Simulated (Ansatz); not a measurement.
**Slab bands of Na(110), 15 layers**

Wanted: the bands of Na(110), 15 layers, and its levels against the vacuum.

Main program and level: Ansatz 0.2.0; plane-wave DFT, r2SCAN, Ansatz PAW.

### Step 1. Set-up

The cell holds 15 atoms: 15 Na. Its edges and angles: a = 3.663 Å, b = 3.663 Å, c = 59.875 Å, α = 90.0°, β = 90.0°, γ = 70.5°. Vacuum lies along c.

### Step 2. Relaxing the slab

The structure is relaxed first, because levels and dipoles at a surface follow the positions of the outer atoms.

Input file input.yaml:

```yaml
crystal:
  lattice:
    - [2.9910616844, -2.115, 0.0]
    - [2.9910616844, 2.115, 0.0]
    - [0.0, 0.0, 59.8748635819]
  atoms:
    - { symbol: Na, position: [0.0, 0.0, 0.1503134949] }
    - { symbol: Na, position: [0.5, 0.5, 0.2002687099] }
    - { symbol: Na, position: [0.0, 0.0, 0.2502239249] }
    - { symbol: Na, position: [0.5, 0.5, 0.3001791399] }
    - { symbol: Na, position: [0.0, 0.0, 0.3501343549] }
    - { symbol: Na, position: [0.5, 0.5, 0.40008957] }
    - { symbol: Na, position: [0.0, 0.0, 0.450044785] }
    - { symbol: Na, position: [0.5, 0.5, 0.5] }
    - { symbol: Na, position: [0.0, 0.0, 0.549955215] }
    - { symbol: Na, position: [0.5, 0.5, 0.59991043] }
    - { symbol: Na, position: [0.0, 0.0, 0.6498656451] }
    - { symbol: Na, position: [0.5, 0.5, 0.6998208601] }
    - { symbol: Na, position: [0.0, 0.0, 0.7497760751] }
    - { symbol: Na, position: [0.5, 0.5, 0.7997312901] }
    - { symbol: Na, position: [0.0, 0.0, 0.8496865051] }
kpoints:
  mp_grid: { grid: [12, 12, 1] }
hamiltonian:
  xc: r2scan
scf:
  occupations: { method: fermi_dirac, width: 0.1 }
  convergence: { dr2_threshold: 1.0e-08 }
efield:
  axis: 3
  dipole_correction: true
  ramp_position: 0.97
  ramp_width: 0.06
relax:
  f_tol: 0.01
  max_steps: 60
  constraints: [{ sites: [3, 4, 5, 6, 7, 8, 9, 10, 11] }]
output:
  write_potential: true
  write_density: true
  volumetric_format: npy
```

Command:

```
$ ansatz run input.yaml --threads 4 --pin off --max-ram 12288MiB --backend cpu --events-out ev --progress --plain --runs-dir out
```

Numbers of over 12 decimals in the logs are rounded to 6 here.

What it wrote:

```text
Engine: ansatz 0.2.0, aarch64-unknown-linux-gnu
Pseudopotentials: kind: paw
Pseudopotential: Na, paw, valence charge 9, recommended cutoff 500 eV (meta_gga), Na.paw.azcp
Functional definition: r2SCAN
  parameter k0 = 0.174
  parameter k1 = 0.065
  parameter a1 = 4.9479
  exchange = r2scan_x(k0 = k0, k1 = k1, a1 = a1)
  correlation = r2scan_c
Crystal: 15 atoms, lattice volume = 757.548 Å³
Basis set: ecut = 500 eV, 19275 PW (Γ), exchange–correlation on 108×108×1800 points (64 copies of the dense FFT grid, shifted against one another)
Bands: 83, of which v1, the nominal top of the filled ones, is band 68 counted from 1 (67 counted from 0)
Symmetry: 4 space group operations
k-points: 43 of 144
Non-local potential: Na, projectors of the file, l = 0: 3, l = 1: 2, l = 2: 1
PAW form: soft (Blöchl's): semilocal exchange-correlation on the pseudo side does not see the compensation charge
PAW frozen core: Na, regenerated for the run's functional (the file was generated under x = pbe(κ = 0.804, μ = 0.219515), c = pbe(β = 0.066725))
PAW one-centre angular grid: Na, 302 points (default); XC on 339 of its mesh's 2595 points in the sphere
Initial density: superposition of atomic densities (neutral atoms: chi_scale 0, normalization atom), corrected by the library's trained network
Initial wavefunctions: pseudopotential atomic-orbital guess
Functional: x = r2scan, c = r2scan; τ floored in thin density (d = 2e-4 eV/Å³)
SCF iter   1: F=—  HF=-22329.131385 eV  |F-HF|=—  |Δ(HF+E_count)|=         —  Δρ=6.43e-3  dr2=6.95e0  dr2_τ=1.77e-3  ethr=1.77e-3  p=0.000 e·Å  D=5.98e-14 V/Å  ΔV_dip=-0.00 eV  dr2_dipole=3.51e-8  V_vac-E_F(+/−)=3.19/3.19 eV  ⟨swp⟩=10.8  Hψ=15073  notcnv=0  defer=32
efield: sawtooth ramp at fractional position 0.9700 (set: `efield.ramp_position`, or a place that a band, a saddle search or an elastic batch's reference lends), width 0.0600; the density the first Hamiltonian is built on has a dipole p = 0.000 e·Å; the dipole correction subtracts the counter field D = 5.98e-14 V/Å, which shifts the + side's vacuum level by -0.00 eV against the − side's; the planar-averaged density in the ramp window peaks in size at 1.5e-5 e/Å³
preconditioner: auto → LDOS  [metal: Δε(μ)=0.003 eV  Ē_g=3.376 eV  σ=0.100 eV  W_gap=0.01  n_scr=106 (ndim 8)  ℏωp=5.2 eV  f_vac=0.242  D(μ)=6.90/eV (n_scr^D=24)  β→1.0]
SCF iter   2: F=—  HF=-22329.000749 eV  |F-HF|=—  |Δ(HF+E_count)|=   1.31e-1  Δρ=4.07e-3  dr2=6.99e-2  dr2_τ=1.25e-3  ethr=1.77e-3  p=-0.000 e·Å  D=-3.34e-7 V/Å  ΔV_dip=0.00 eV  dr2_dipole=1.06e-7  V_vac-E_F(+/−)=2.74/2.74 eV  ⟨swp⟩=3.3  Hψ=7335  notcnv=0  defer=33
SCF iter   3: F=—  HF=-22328.961013 eV  |F-HF|=—  |Δ(HF+E_count)|=   3.97e-2  Δρ=1.20e-3  dr2=5.09e-3  dr2_τ=6.47e-5  ethr=5.18e-5  p=-0.000 e·Å  D=-1.36e-7 V/Å  ΔV_dip=0.00 eV  dr2_dipole=2.18e-9  V_vac-E_F(+/−)=2.82/2.82 eV  ⟨swp⟩=2.2  Hψ=7077  notcnv=0  defer=33
SCF iter   4: F=—  HF=-22328.957770 eV  |F-HF|=—  |Δ(HF+E_count)|=   3.24e-3  Δρ=8.31e-5  dr2=4.13e-4  dr2_τ=3.44e-6  ethr=3.77e-6  p=-0.000 e·Å  D=-1.26e-7 V/Å  ΔV_dip=0.00 eV  dr2_dipole=6.47e-10  V_vac-E_F(+/−)=2.83/2.83 eV  ⟨swp⟩=2.0  Hψ=6495  notcnv=0  defer=33
SCF iter   5: F=—  HF=-22328.957818 eV  |F-HF|=—  |Δ(HF+E_count)|=   4.80e-5  Δρ=1.51e-5  dr2=2.13e-4  dr2_τ=4.42e-8  ethr=3.06e-7  p=-0.000 e·Å  D=-4.44e-9 V/Å  ΔV_dip=0.00 eV  dr2_dipole=4.56e-13  V_vac-E_F(+/−)=2.85/2.85 eV  ⟨swp⟩=1.9  Hψ=3780  notcnv=0  defer=33
SCF iter   6: F=—  HF=-22328.957821 eV  |F-HF|=—  |Δ(HF+E_count)|=   2.58e-6  Δρ=5.28e-6  dr2=3.93e-6  dr2_τ=8.42e-9  ethr=1.58e-7  p=-0.000 e·Å  D=-2.47e-9 V/Å  ΔV_dip=0.00 eV  dr2_dipole=1.12e-14  V_vac-E_F(+/−)=2.85/2.85 eV  ⟨swp⟩=1.0  Hψ=3536  notcnv=0  defer=33
SCF iter   7: F=—  HF=-22328.958001 eV  |F-HF|=—  |Δ(HF+E_count)|=   1.80e-4  Δρ=1.68e-6  dr2=1.25e-7  dr2_τ=5.54e-10  ethr=2.91e-9  p=0.000 e·Å  D=1.94e-9 V/Å  ΔV_dip=-0.00 eV  dr2_dipole=6.48e-13  V_vac-E_F(+/−)=2.85/2.85 eV  ⟨swp⟩=1.9  Hψ=3782  notcnv=0  defer=33
SCF iter   8: F=-22328.958001 eV  HF=-22328.958001 eV  |F-HF|=2.82e-9  |Δ(HF+E_count)|=   2.19e-8  Δρ=1.06e-6  dr2=7.24e-9  dr2_τ=5.78e-11  ethr=7.41e-12  p=-0.000 e·Å  D=-3.90e-9 V/Å  ΔV_dip=0.00 eV  dr2_dipole=5.61e-14  V_vac-E_F(+/−)=2.85/2.85 eV  ⟨swp⟩=8.3  Hψ=19856  notcnv=0
SCF 1 converged in 8 iterations: F = -22328.958001 eV  dr2 = 7.24e-9
  greatest PAW one-centre occupation: 1.000 electrons in one spin orbital (limit 2), on the Na atom at site 6 (counted from 0), in its partial waves of l = 0
relax step   1: F+E_penalty+E_count = -22328.95800099 eV  Δ(F+E_penalty+E_count) = +0.000e0 eV  max|allowed force component| = 2.903e-2 eV/Å  Δτ_max = 0.0000 Å  (8 SCF iters, accepted)
Initial density: handed on by an earlier stage of this run
Initial wavefunctions: those handed on with the density
iter 1 solved again at ethr=8.51e-7 eV; its pass at ethr=3.10e-3 eV (dr2=1.15e-3 eV) is discarded
SCF iter   1: F=—  HF=-22328.915537 eV  |F-HF|=—  |Δ(HF+E_count)|=         —  Δρ=1.20e-4  dr2=2.99e-4  dr2_τ=2.11e-2  ethr=8.51e-7  p=-0.000 e·Å  D=-3.90e-9 V/Å  ΔV_dip=0.00 eV  dr2_dipole=3.75e-13  V_vac-E_F(+/−)=2.85/2.85 eV  ⟨swp⟩=2.3  Hψ=9737  notcnv=0  defer=26
efield: sawtooth ramp at fractional position 0.9700 (set: `efield.ramp_position`, or a place that a band, a saddle search or an elastic batch's reference lends), width 0.0600; the density the first Hamiltonian is built on has a dipole p = -0.000 e·Å; the dipole correction subtracts the counter field D = -3.90e-9 V/Å, which shifts the + side's vacuum level by +0.00 eV against the − side's; the planar-averaged density in the ramp window peaks in size at 3.8e-6 e/Å³
preconditioner: auto → LDOS  [metal: Δε(μ)=0.017 eV  Ē_g=3.310 eV  σ=0.100 eV  W_gap=0.04  n_scr=106 (ndim 8)  ℏωp=5.2 eV  f_vac=0.242  D(μ)=7.28/eV (n_scr^D=24)  β→1.0]
SCF iter   2: F=—  HF=-22328.958719 eV  |F-HF|=—  |Δ(HF+E_count)|=   4.32e-2  Δρ=1.26e-4  dr2=6.23e-4  dr2_τ=1.16e-5  ethr=2.21e-7  p=0.000 e·Å  D=1.04e-8 V/Å  ΔV_dip=-0.00 eV  dr2_dipole=1.78e-17  V_vac-E_F(+/−)=2.86/2.86 eV  ⟨swp⟩=2.9  Hψ=7380  notcnv=0  defer=26
SCF iter   3: F=—  HF=-22328.958746 eV  |F-HF|=—  |Δ(HF+E_count)|=   2.68e-5  Δρ=6.28e-5  dr2=1.99e-4  dr2_τ=3.15e-6  ethr=2.21e-7  p=0.000 e·Å  D=2.74e-9 V/Å  ΔV_dip=-0.00 eV  dr2_dipole=2.90e-13  V_vac-E_F(+/−)=2.85/2.85 eV  ⟨swp⟩=1.1  Hψ=3546  notcnv=0  defer=26
SCF iter   4: F=—  HF=-22328.958751 eV  |F-HF|=—  |Δ(HF+E_count)|=   5.36e-6  Δρ=1.69e-5  dr2=2.58e-5  dr2_τ=1.46e-7  ethr=1.47e-7  p=-0.000 e·Å  D=-4.70e-9 V/Å  ΔV_dip=0.00 eV  dr2_dipole=1.54e-12  V_vac-E_F(+/−)=2.85/2.85 eV  ⟨swp⟩=2.0  Hψ=5407  notcnv=0  defer=26
[...]
SCF iter   7: F=—  HF=-22328.960701 eV  |F-HF|=—  |Δ(HF+E_count)|=   1.75e-4  Δρ=4.61e-6  dr2=4.38e-6  dr2_τ=1.19e-8  ethr=4.83e-10  p=0.000 e·Å  D=3.29e-9 V/Å  ΔV_dip=-0.00 eV  dr2_dipole=7.83e-15  V_vac-E_F(+/−)=2.84/2.84 eV  ⟨swp⟩=2.0  Hψ=6600  notcnv=0  defer=28
SCF iter   8: F=—  HF=-22328.960701 eV  |F-HF|=—  |Δ(HF+E_count)|=   4.64e-8  Δρ=8.15e-7  dr2=5.41e-8  dr2_τ=7.31e-11  ethr=4.83e-10  p=-0.000 e·Å  D=-1.63e-9 V/Å  ΔV_dip=0.00 eV  dr2_dipole=1.78e-14  V_vac-E_F(+/−)=2.84/2.84 eV  ⟨swp⟩=2.0  Hψ=5617  notcnv=0  defer=28
SCF iter   9: F=—  HF=-22328.960701 eV  |F-HF|=—  |Δ(HF+E_count)|=  6.18e-11  Δρ=4.59e-7  dr2=5.72e-8  dr2_τ=9.89e-11  ethr=7.41e-12  p=-0.000 e·Å  D=-1.01e-9 V/Å  ΔV_dip=0.00 eV  dr2_dipole=2.13e-13  V_vac-E_F(+/−)=2.84/2.84 eV  ⟨swp⟩=6.9  Hψ=17555  notcnv=0
SCF iter  10: F=-22328.960701 eV  HF=-22328.960701 eV  |F-HF|=6.15e-10  |Δ(HF+E_count)|=  1.06e-10  Δρ=6.02e-8  dr2=6.31e-10  dr2_τ=5.99e-12  ethr=7.41e-12  p=0.000 e·Å  D=7.70e-10 V/Å  ΔV_dip=-0.00 eV  dr2_dipole=1.23e-13  V_vac-E_F(+/−)=2.84/2.84 eV  ⟨swp⟩=5.7  Hψ=17177  notcnv=0
SCF 3 converged in 10 iterations: F = -22328.960701 eV  dr2 = 6.31e-10
relax step   3: F+E_penalty+E_count = -22328.96070149 eV  Δ(F+E_penalty+E_count) = -1.772e-3 eV  max|allowed force component| = 1.946e-3 eV/Å  Δτ_max = 0.1059 Å  (10 SCF iters, accepted)
NSCF: frozen V_eff on 43 k-points
the band table was solved once a step of the walk had ended and its energy, with any forces and stress, was formed, with the checks that follow a solve (15853 applications of the Hamiltonian). They found nothing against the state; the energy, forces and stress were not computed again (output.eigenvalues in the input reference)
iter 1 solved again at ethr=1.00e-12 eV; its pass at ethr=3.10e-3 eV (dr2=6.46e-10 eV) is discarded
SCF iter   1: F=—  HF=-22328.960701 eV  |F-HF|=—  |Δ(HF+E_count)|=         —  Δρ=6.03e-8  dr2=6.31e-10  dr2_τ=6.00e-12  ethr=1.00e-12  p=0.000 e·Å  D=7.70e-10 V/Å  ΔV_dip=-0.00 eV  dr2_dipole=1.23e-13  V_vac-E_F(+/−)=2.84/2.84 eV  ⟨swp⟩=2.2  Hψ=14026  notcnv=0
efield: sawtooth ramp at fractional position 0.9700 (kept from the solve that this one continues, or follows in the run), width 0.0600; the density the first Hamiltonian is built on has a dipole p = 0.000 e·Å; the dipole correction subtracts the counter field D = 7.70e-10 V/Å, which shifts the + side's vacuum level by -0.00 eV against the − side's; the planar-averaged density in the ramp window peaks in size at 2.1e-6 e/Å³
preconditioner: auto → LDOS  [metal: Δε(μ)=0.021 eV  Ē_g=3.318 eV  σ=0.100 eV  W_gap=0.05  n_scr=106 (ndim 8)  ℏωp=5.2 eV  f_vac=0.247  D(μ)=7.25/eV (n_scr^D=24)  β→1.0]
SCF iter   2: F=-22328.960701 eV  HF=-22328.960701 eV  |F-HF|=4.00e-11  |Δ(HF+E_count)|=  6.18e-11  Δρ=2.98e-8  dr2=6.74e-12  dr2_τ=7.72e-14  ethr=1.00e-12  p=0.000 e·Å  D=5.90e-10 V/Å  ΔV_dip=-0.00 eV  dr2_dipole=1.68e-16  V_vac-E_F(+/−)=2.84/2.84 eV  ⟨swp⟩=6.6  Hψ=16520  notcnv=0
SCF 4 converged in 2 iterations: F = -22328.960701 eV  dr2 = 6.74e-12
NSCF: frozen V_eff on 43 k-points
the band table was solved once a step of the walk had ended and its energy, with any forces and stress, was formed, with the checks that follow a solve (14761 applications of the Hamiltonian). They found nothing against the state; the energy, forces and stress were not computed again (output.eigenvalues in the input reference)
WARN: The output density's exchange-correlation potential varies sharply where the density is thin. Do not read a vacuum level from v_tot or v_xc, or from such a field of the output density. On a cell that repeats whose density bears no net charge and no dipole along the vacuum's axis use v_es (v_loc + v_h of the components); under efield.dipole_correction with no amplitude use v_es + v_field, which holds any externa [...]
SCF converged after 2 iterations
Free energy (F): -22328.960701 eV
Harris-Foulkes:  -22328.960701 eV  (|F-HF|=4.00e-11)
Internal energy: -22328.725117 eV  (E = F + TS)
E sigma→0 (E₀):  -22328.842909 eV
Entropy (-TS):   -0.235584 eV (-15.706 meV/atom)
Fermi energy:    0.567689 eV
Dipole field:    D = 0.000000 V/Å  (p = 0.000000 e·Å, saw-weighted, corrected)
Work function:   Φ+ = 2.8424 eV   Φ− = 2.8424 eV
Levels:          The Fermi level and band energies are counted from a zero that moves with the ramp; work functions are not
--- Per-component energies (eV) ---
  E_band       = -3946.500593
  E_kinetic    = 1801.388219
  E_local      = -105963.497157  (includes V_loc(G=0)·N_el)
  E_nonlocal   = 1738.399197
  E_hartree    = 50002.291113
  E_xc         = -535.349420
  E_vxc        = -805.851888  (∫ρ·V_xc dr)
  E_paw        = -4016.306580  (= ΣΔE_a)
  E_vpaw       = -794.263277  (= ΣTr[D̂ρ^β])
  E_aug_tail   = -0.000013  (compensation charges beyond the density's cutoff)
  E_vtau       = 72.742598  (kinetic-family band-sum trace: ∫τ·v_τ [+ j·A + Jᵃ·Aᵃ] dr)
  E_efield     = 0.000000  (sawtooth field / dipole correction)
  E_vefield    = 0.000000  (∫n·V_field dr)
  E_ewald      = 34644.743534
  E_core_change = -0.394009  (= ΣΔE_core)
  E_smearing   = -0.235584  (= −TS)
  E_closure    = 0.000000  (closes the sum)
  Σ components = -22328.960701   (vs F -22328.960701, Δ=0.00e0)
--- Forces (eV/Å), atoms counted from 1 ---
  atom   1  Na     0.00000000     0.00000000    -0.00169146
  atom   2  Na     0.00000000     0.00000000     0.00194846
  atom   3  Na     0.00000000     0.00000000    -0.00068488
  atom   4  Na     0.00000000     0.00000000     0.00309729
  atom   5  Na     0.00000000     0.00000000     0.00408472
  atom   6  Na     0.00000000     0.00000000    -0.00199158
  atom   7  Na     0.00000000     0.00000000     0.00164968
  atom   8  Na     0.00000000     0.00000000    -0.00000000
  atom   9  Na     0.00000000     0.00000000    -0.00164968
  atom  10  Na     0.00000000     0.00000000     0.00199158
  atom  11  Na     0.00000000     0.00000000    -0.00408471
  atom  12  Na     0.00000000     0.00000000    -0.00309721
  atom  13  Na     0.00000000     0.00000000     0.00068453
  atom  14  Na     0.00000000     0.00000000    -0.00194819
  atom  15  Na     0.00000000     0.00000000     0.00169147
  max |Σ_I F_I| component: 4.46e-9 eV/Å
--- Band table (eV; the first three rows and the last of 43) ---
  k-point 0: bands = [... 64 lower, -2.4353, -2.2315, -1.9879, -1.7082, -1.3943, -1.0463, -0.6695, -0.2641, ... 11 higher]
  k-point 1: bands = [... 64 lower, -2.3393, -2.1358, -1.8925, -1.6132, -1.2998, -0.9524, -0.5761, -0.1713, ... 11 higher]
  k-point 2: bands = [... 64 lower, -2.0521, -1.8496, -1.6075, -1.3294, -1.0174, -0.6715, -0.2970, 0.1059, ... 11 higher]
  k-point 42: bands = [... 64 lower, 1.6914, 1.8780, 2.0094, 2.0559, 2.1031, 2.1399, 2.2625, 2.3641, ... 11 higher]
--- Relaxed structure (3 steps of the walk, 3 accepted, 0 SCFs on fresh bases) ---
  F+E_penalty+E_count = -22328.96070149 eV   max|allowed force component| = 1.946e-3 eV/Å
  atoms:
    - { symbol: Na, position: [0.0, 0.0, 0.152474] }
    - { symbol: Na, position: [0.500000, 0.500000, 0.201095] }
    - { symbol: Na, position: [0.0, 0.0, 0.250574] }
    - { symbol: Na, position: [0.500000, 0.500000, 0.3001791399] }
    - { symbol: Na, position: [0.0, 0.0, 0.3501343549] }
    - { symbol: Na, position: [0.500000, 0.500000, 0.40008957] }
    - { symbol: Na, position: [0.0, 0.0, 0.450044785] }
    - { symbol: Na, position: [0.500000, 0.500000, 0.500000] }
    - { symbol: Na, position: [0.0, 0.0, 0.549955215] }
    - { symbol: Na, position: [0.500000, 0.500000, 0.599910] }
    - { symbol: Na, position: [0.0, 0.0, 0.649866] }
    - { symbol: Na, position: [0.500000, 0.500000, 0.699821] }
    - { symbol: Na, position: [0.0, 0.0, 0.749426] }
    - { symbol: Na, position: [0.500000, 0.500000, 0.798905] }
    - { symbol: Na, position: [0.0, 0.0, 0.847526] }
```

Run time: 10 min. Hardware: 4 threads of Arm Neoverse V1, shared host; peak memory 5.2 GiB.

Step by step:

```
step  energy less that of the first step (eV)  largest force component (eV/Å)
   1                                   0.0000                          0.0290
   2                                  -0.0009                          0.0237
   3                                  -0.0027                          0.0019
```

The run keeps the 4 symmetry operations that it works with, so distortions that break them were not tested.

The atoms that moved most (Å):

```
atom     dx     dy      dz  length
Na15  0.000  0.000  -0.129   0.129
 Na1  0.000  0.000   0.129   0.129
Na14  0.000  0.000  -0.049   0.049
 Na2  0.000  0.000   0.049   0.049
 Na3  0.000  0.000   0.021   0.021
Na13  0.000  0.000  -0.021   0.021
```

This step gave:

- energy at zero smearing: -22328.8429 eV
- work function, upper face: 2.842 eV

The relaxation took 3 steps and lowered the energy by 0.0027 eV; the largest force on the free atoms ends at 0.0019 eV/Å.

The work function of the upper face is 2.84 eV.

[end of part 1 of 2]

[Logs are printed without paths, hosts, clocks, repeated set-up lines and the standing remarks that a program may print on its own settings, such as how far it seeks lower states.]

[Hosts, paths, dates, database ids (printed as entryN), source tags and the programs' standing remarks are cut or masked in the printed files.]

[Maps of the electrostatic potential energy from Ansatz leave out the sawtooth potential of an applied field or a dipole correction, so their vacuum need not be flat; planar profiles and work functions include it.]
